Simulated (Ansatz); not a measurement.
# GeN (built on the sites of a database entry of SnAs): phonons and vibrational spectra, part 2 of 2

How does GeN (built on the sites of a database entry of SnAs) vibrate, and is this structure a minimum?

Ansatz 0.2.0; DFT RPBE, scalar-relativistic, plane waves, PAW.

So far. Step 4 (Relaxing to small forces for the phonons): The forces vanish by symmetry and the pressure is -0.002 GPa, within the tolerances set. The cell now holds 11.54 Å³/atom. Step 5 (Zone-centre response): Before it was imposed, the acoustic sum rule was missed by 6.1e-5 eV/Å². Small misses are needed for a sound result but don't prove that mesh and cutoff are converged. The lowest optical mode is imaginary, 214.9i cm⁻¹, so the energy falls along it. The relaxed cell has a = 4.520 Å (conventional setting).

The structure was built from a prototype and need not be the compound's stable phase.

### 6. Response at finite wavevector

Stability and thermal properties need the whole zone. Linear response on a 4×4×4 q mesh gives force constants as far as a supercell of that size would.

File input.yaml:

```yaml
crystal:
  lattice:
    - [0.0, 2.2600334388, 2.2600334388]
    - [2.2600334388, 0.0, 2.2600334388]
    - [2.2600334388, 2.2600334388, 0.0]
  atoms:
    - { symbol: Ge, position: [0.0, 0.0, 0.0] }
    - { symbol: "N", position: [0.5, 0.5, 0.5] }
kpoints:
  mp_grid: { grid: [16, 16, 16] }
hamiltonian:
  xc: rpbe
scf:
  occupations: { method: methfessel_paxton, width: 0.15 }
output:
  eigenvalues: true
phonons:
  method: dfpt
  qmesh: [4, 4, 4]
  temperatures: { t_max: 1000, t_step: 50 }
  qpath:
    path:
      - [[0.0, 0.0, 0.0], [0.5, 0.0, 0.5], [0.625, 0.25, 0.625]]
      - [[0.375, 0.375, 0.75], [0.0, 0.0, 0.0], [0.5, 0.5, 0.5], [0.5, 0.25, 0.75], [0.5, 0.0, 0.5]]
    npoints: 10
```

On the command line:

```sh
> ansatz run input.yaml --threads 4 --pin off --max-ram 7168MiB --backend cpu --events-out ev --progress --plain --runs-dir out
```

Numbers of over 12 decimals in the logs are rounded to 6 here.

Output:

```text
[...]
Crystal: 2 atoms, lattice volume = 23.087 Å³
Basis set: ecut = 420 eV, 459 PW (Γ), exchange–correlation on 48×48×48 points (8 copies of the dense FFT grid, shifted against one another)
Bands: 14, of which v1, the nominal top of the filled ones, is band 10 counted from 1 (9 counted from 0)
Symmetry: 48 space group operations
k-points: 145 of 4096
[...]
SCF iter   1: F=—  HF=-4684.787274 eV  |F-HF|=—  |Δ(HF+E_count)|=         —  Δρ=3.61e-3  dr2=1.40e-3  ethr=1.77e-3  ⟨swp⟩=5.0  Hψ=9420  notcnv=0
[...]
SCF iter   7: F=-4684.786679 eV  HF=-4684.786679 eV  |F-HF|=0.00e0  |Δ(HF+E_count)|=  2.63e-10  S|Δr|=    0.00e0  Δρ=9.00e-8  dr2=1.08e-12  ethr=1.00e-12  ⟨swp⟩=3.8  Hψ=9127  notcnv=0
SCF 1 converged in 7 iterations: F = -4684.786679 eV  dr2 = 1.08e-12
[...]
phonons: the bands overlap, so this run is a metal and interpolates without the dipole-dipole term. If the crystal is really an insulator or semiconductor, its LO-TO splitting is missing
NSCF: frozen V_eff on 145 k-points
[...]
DFPT response loops at q = (0, 0, 0) (fractional): preconditioner auto → Kerker (q_TF=auto, 2.641 Å⁻¹) (partly filled bands, converged f_vac=0.000); β = 1.00, the filter's whole step (`scf.mixing.beta` (0.50) is not read by the response loops under this deck's `scf.mixing.preconditioner`; to damp them name `kerker` or `kerker_dos`, under which they read `scf.mixing.beta`, and type it under 1.00, their step now; both keys bind the ground state too); Broyden in place of MSR1
[...]
SCF converged after 7 iterations
[...]
Free energy (F): -4684.786679 eV
[...]
Internal energy: -4684.786755 eV  (E = F + TS)
E sigma→0 (E₀):  -4684.786698 eV
Entropy (-TS):   0.000076 eV (0.038 meV/atom)
Fermi energy:    12.947348 eV
[...]
--- Band table (eV; the first three rows and the last of 145) ---
  k-point 0: bands = [... 6 lower, 9.3116, 10.2557, 10.2557, 10.2557, 21.4761, 21.4761, 21.4761, 23.3325]
  k-point 1: bands = [... 6 lower, 8.6088, 10.2544, 10.2544, 10.8743, 20.8530, 21.1156, 21.1156, 23.2875]
  k-point 2: bands = [... 6 lower, 7.5236, 10.2523, 10.2523, 11.7025, 19.6786, 20.3273, 20.3273, 23.1812]
  k-point 144: bands = [... 6 lower, 4.8146, 5.9356, 5.9356, 13.1105, 17.0820, 19.3062, 19.3062, 25.6037]
--- Phonons (Γ-DFPT): 2 representative perturbations + reference (Σ response iterations 7) ---
  ASR residual: 5.397e-5 → 0.000e0 eV/Å²; symmetrization residual: 3.280e-6 eV/Å²
  ASR residual per site (eV/Å²): 9.07e-6 5.40e-5
  Γ frequencies (cm⁻¹): -214.93 -214.93 -214.93 0.00 0.00 0.00
--- Phonons (arbitrary-q DFPT): 8 irreducible q on the 4×4×4 mesh ---
  q = [0.0000, 0.0000, 0.0000] (star 1, of the zone-centre solve; hermiticity 3.29e-6, symmetrization 1.41e-12): -214.93 -214.93 -214.93 -0.00 0.00 0.00
  q = [0.0000, 0.0000, 0.2500] (star 8, 2 solved perturbations on 2176 of 4096 k-point pairs; hermiticity 1.25e-6, symmetrization 1.10e-12): -367.43 16.92 16.92 149.20 149.20 206.75
[...]
q = [0.0000, 0.2500, 0.2500] (star 6, 4 solved perturbations in 3616 linear systems a pass and spin channel, the states on 1160 of 4096 k-point pairs; hermiticity 3.81e-7, symmetrization 4.74e-13): -190.35 -190.35 137.68 137.68 156.05 298.27
[...]
sum rule: each row above includes the acoustic sum rule's correction from the zone centre's row sums; it moved no ω² by more than (1.02 cm⁻¹)²
  mesh force constants: q→R imaginary residual 5.45e-18; ASR residual 5.397e-5 → 0.000e0 eV/Å²; symmetrization residual 4.441e-15 eV/Å²
  interpolated dispersion: 62 rows × 6 modes
  density of states and harmonic sums: on the 24×24×24 q-mesh, interpolated from the force constants of a 4×4×4 supercell (no non-analytic term)
  largest difference from the sums on the solved wave vectors: F 7.84e-2 eV, S 9.92e-5 and C_V 2.28e-5 eV/K
  zero-point energy: 0.050185 eV/cell   skipped modes (ω ≤ 0): 740, of them read as no rigid motion or as one in doubt: 737 (1.742e0 modes/cell left out, lowest -374.46 cm⁻¹)   left out of the sums: 2.90e-1 of the cell's modes: C_V's classical limit lies that fraction below 3 k_B per atom; for a crystal, a wire or a layer, F and S can be off by more, and a phonons.interpolated_qmesh denser along its periods is the remedy for the sampling
```

Wall time 5.2 min (4 threads of Arm Neoverse V1, shared host); peak memory 3.4 GiB.

Numbers from this step:

```yaml
sum_rule_residual_before_enforcement: 5.40e-5 eV/Å²
lowest_frequency_on_the_path: -374.6 cm⁻¹
highest_frequency_on_the_path_or_at_a_solved_wavevector: 339 cm⁻¹
lowest_mode_on_the_q_mesh_acoustic_modes_at_gamma_apart: -367.4 cm⁻¹
```

Frequencies (cm⁻¹) solved at each irreducible wavevector; negative means imaginary. Frequencies by wavevector, by row:

```csv
q in reciprocal lattice units,star,mode 1,mode 2,mode 3,mode 4,mode 5,mode 6
0 0 0,1,-214.9,-214.9,-214.9,0,0,0
0 0 0.25,8,-367.4,16.9,16.9,149.2,149.2,206.8
0 0 -0.5,4,-333.2,103.3,103.3,280,280,301.6
0 0.25 0.25,6,-190.3,-190.3,137.7,137.7,156.1,298.3
0 0.25 -0.5,24,-239.6,63.5,94.2,190.3,238.3,286.1
0 0.25 -0.25,12,-171.8,-148.3,90.8,211.2,253.1,302.4
0 -0.5 -0.5,3,-174.1,-174.1,99.4,186.5,186.5,325.2
0.25 -0.5 -0.25,6,-98.3,-98.3,169.9,191.6,256.5,256.5
```

Interpolated from a 4×4×4 q mesh. The phonon branches at the labelled points (cm⁻¹):

```csv
point,branch 1,branch 2,branch 3,branch 4,branch 5,branch 6
Γ,-215,-215,-215,0,0,0
halfway,-190,-190,138,138,156,298
X,-174,-174,99,186,186,325
halfway,-189,-128,75,196,204,301
U,-203,-64,52,230,253,259
jump to K,-203,-64,52,230,253,259
halfway,-233,-209,72,160,221,269
Γ,-215,-215,-215,0,0,0
halfway,-367,17,17,149,149,207
L,-333,103,103,280,280,302
halfway,-244,73,157,166,275,291
W,-98,-98,170,192,256,256
halfway,-159,-104,49,201,213,288
X,-174,-174,99,186,186,325
```

The phonon branches as a text plot (rows in cm⁻¹):

```
    324 |       *******                                        **
    294 |      *       **  *****               *********      *
    265 |                ** *** *             *** * **********
    235 |    **         *****  ***           **    *        **
    205 |              **    ***            **      *    *******
    175 |        ******          *         *         ******    **
    146 |    ****               * **        *        ****  *
    116 |   ***  ****            *        *     *****
     86 |  **        ***   ****** ***    * *  **    ***     *  **
     57 | **            * *      *  **   **  *                *
     27 | *                          *  *   *          *
     -3 |*               *            **                     *
    -33 |                *        **                         *
    -62 |                 *                             *   *
    -92 |               *  *               *             ***
   -122 |              *    *       *                    * *  *
   -152 |  *     ***         **           *                 ****
   -181 |      **   ****   *****     *   *              *      **
   -211 |**  **         ***     *    ****              *
   -241 |  **                   ******  *             *
   -271 |                        ***     *           *
   -300 |                                 *         *
   -330 |                                  *    ****
   -360 |                                   ****
         Γ           X  U|K            Γ         L        W     X
```

Tetrahedra on a 24×24×24 mesh, mean over bins of 10 cm-1. Interpolated from a 4×4×4 q mesh. Table of phonon density of states by wavenumber; read off at these points:

wavenumber (cm⁻¹), phonon density of states (1/cm⁻¹/cell) and a bar:
```
     -375     0.0001 
     -355     0.0013 #
     -335     0.0025 ###
     -315     0.0032 ###
     -295     0.0037 ####
     -275     0.0044 ####
     -255     0.0047 #####
     -245     0.0050 #####
     -225     0.0067 #######
     -205     0.0080 ########
     -185     0.0092 #########
     -175     0.0106 ###########
     -165     0.0087 #########
     -145     0.0056 ######
     -125     0.0048 #####
     -105     0.0049 #####
      -85     0.0060 ######
      -65     0.0049 #####
      -45     0.0027 ###
      -25     0.0017 ##
      -15     0.0016 ##
        5     0.0017 ##
       25     0.0021 ##
       45     0.0039 ####
       65     0.0073 ########
       85     0.0139 ##############
       95     0.0212 ######################
      105     0.0168 #################
      125     0.0169 #################
      145     0.0100 ##########
      165     0.0107 ###########
      185     0.0240 #########################
      195     0.0245 #########################
      205     0.0188 ###################
      215     0.0149 ###############
      235     0.0117 ############
      255     0.0153 ################
      275     0.0224 #######################
      295     0.0291 ##############################
      315     0.0037 ####
      335     0.0007 #
```

The partial phonon density of states has structure finer than the step of the table below, so its rows give means over 25 cm⁻¹, whole bins alone (the curve runs from -384 to 358 cm⁻¹). Peaks (cm⁻¹: height): Ge -75.9: 0.00398, 96.9: 0.019, 190.2: 0.0137, 293.0: 0.00992; N -174.0: 0.00683, 190.2: 0.0115, 279.0: 0.0155.

Phonopy on the run's constants, 21x21x21 mesh, Gaussian sigma 5.3 cm-1. Interpolated from a 4×4×4 q mesh. Table of partial phonon density of states by wavenumber; means over each step; values in 1/cm⁻¹/cell:

```csv
wavenumber (cm⁻¹),Ge,N
-350,6.7e-5,0.00156
-325,1.2e-4,0.00267
-300,2.3e-4,0.00328
-275,4.2e-4,0.00403
-250,7.0e-4,0.00448
-225,0.00124,0.00530
-200,0.00207,0.00613
-175,0.00321,0.00626
-150,0.00278,0.00382
-125,0.00231,0.00239
-100,0.00290,0.00234
-75,0.00358,0.00222
-50,0.00244,0.00129
-25,7.1e-4,2.7e-4
0,5.8e-4,2.4e-4
25,0.00143,4.1e-4
50,0.00431,0.00110
75,0.00933,0.00159
100,0.0157,0.00253
125,0.0114,0.00345
150,0.00708,0.00340
175,0.0109,0.00732
200,0.0110,0.00964
225,0.00599,0.00742
250,0.00506,0.00900
275,0.00635,0.0141
300,0.00740,0.0115
325,7.6e-4,0.00188
```

Second derivatives of the energy by pair, one row for each kind of neighbour of each atom listed. Each entry sums the pair over the periodic images of the supercell that the q mesh stands for, and in a polar crystal it holds the long-range dipole part too. Force constants by pair, by row:

```csv
atom,neighbour,distance (Å),third of the trace (eV/Å²),along the pair's line (eV/Å²)
Ge1,itself,0,5.904,–
Ge1,N,2.26,0.3674,1.99
Ge1,Ge,3.196,-0.3777,-2.332
Ge1,N,3.914,-0.0138,-0.0113
Ge1,Ge,4.52,-0.6422,-1.699
Ge1,N,5.054,0.0275,-0.0889
Ge1,Ge,5.536,-0.003,-0.0097
Ge1,Ge,6.392,0.0253,0.2196
Ge1,N,6.78,-0.102,-0.1361
N2,itself,0,0.7505,–
N2,Ge,2.26,0.3674,1.99
N2,N,3.196,-0.2415,0.4178
N2,Ge,3.914,-0.0138,-0.0113
N2,N,4.52,-0.0132,-0.3009
N2,Ge,5.054,0.0275,-0.0889
N2,N,5.536,-0.0169,0.0089
N2,N,6.392,-0.0782,0.176
N2,Ge,6.78,-0.0015,-0.0146
```

Symmetry leaves 8 wavevectors to solve. The lowest mode among them, the acoustic zeros apart, lies at q = (0, 0, 0.25) and is imaginary, 367.4i cm⁻¹, so the energy falls along it. Between them the interpolated path dips to 375i cm⁻¹.

### 7. Isotope substitution, element Ge, natural mass 72.63 amu

An isotope changes the mass and not the force constants, so no new electronic calculation is needed; the shifts show which modes move this element.

The same force constants with the mass of Ge changed from 72.630 to 75.921 u (phonopy, no LO-TO term). Both lists are sorted by frequency; levels can cross, so a row need not hold one and the same mode. Modes under 3 cm⁻¹ are left out. Isotope shifts, by row:

```csv
q,rank,natural mass (cm⁻¹),changed mass (cm⁻¹)
0 0 0,1,-214.9,-214.2
0 0 0,2,-214.9,-214.2
0 0 0,3,-214.9,-214.2
0 0 0.25,1,-367.4,-367
0 0 0.25,2,16.92,16.58
0 0 0.25,3,16.92,16.58
0 0 0.25,4,149.2,148.9
0 0 0.25,5,149.2,148.9
0 0 0.25,6,206.8,202.4
0 0 -0.5,1,-333.2,-333.2
0 0 -0.5,2,103.3,101
0 0 -0.5,3,103.3,101
0 0 -0.5,4,280,280
0 0 -0.5,5,280,280
0 0 -0.5,6,301.6,294.9
0 0.25 0.25,1,-190.3,-188.9
0 0.25 0.25,2,-190.3,-188.9
0 0.25 0.25,3,137.7,135.7
0 0.25 0.25,4,137.7,135.7
0 0.25 0.25,5,156.1,153.2
0 0.25 0.25,6,298.3,297.1
```

A mode of this element alone would shift by -2.19 %.

### 8. Another isotope, element N, natural mass 14.007 amu

The same for N, from 14.01 to 15.00 u.

A mode of this element alone would shift by -3.37 %.

### 9. Summary of results

```json
{"space group after relaxation (within 0.01 Å)": "Fm-3m", "volume per atom": "11.5 Å³", "electronic character": "no gap on this mesh", "highest optical mode at the zone centre (no LO-TO term)": "-215 cm⁻¹", "lowest optical zone-centre mode": "-215 cm⁻¹", "lowest mode on the q mesh (acoustic modes at Γ apart)": "-367 cm⁻¹", "highest frequency on the path or at a solved wavevector": "339 cm⁻¹", "imaginary modes on the 4×4×4 q mesh": "yes"}
```

**Reading.** Modes are clearly imaginary (beyond 10i cm⁻¹) at 8 of the 8 irreducible wavevectors, most at q = (0, 0, 0.25) (367.4i cm⁻¹), so this structure is not a minimum of the energy. The optical modes at Γ form one degenerate level at -215 cm⁻¹ (negative means imaginary). With no gap, or one that is small against the smearing, the frequencies hang on the k mesh and the smearing, most of all near Kohn anomalies. The phonon runs are without spin polarisation, although the cell has an odd electron count. The starting cell was built on a prototype and not taken from a measurement, so the phase need not exist. These are harmonic frequencies at zero temperature: anharmonic shifts, linewidths and thermal expansion are left out.

[Logs are printed without paths, hosts, clocks, repeated set-up lines and the standing remarks that a program may print on its own settings, such as how far it seeks lower states.]

[Hosts, paths, dates, database ids (printed as entryN), source tags and the programs' standing remarks are cut or masked in the printed files.]
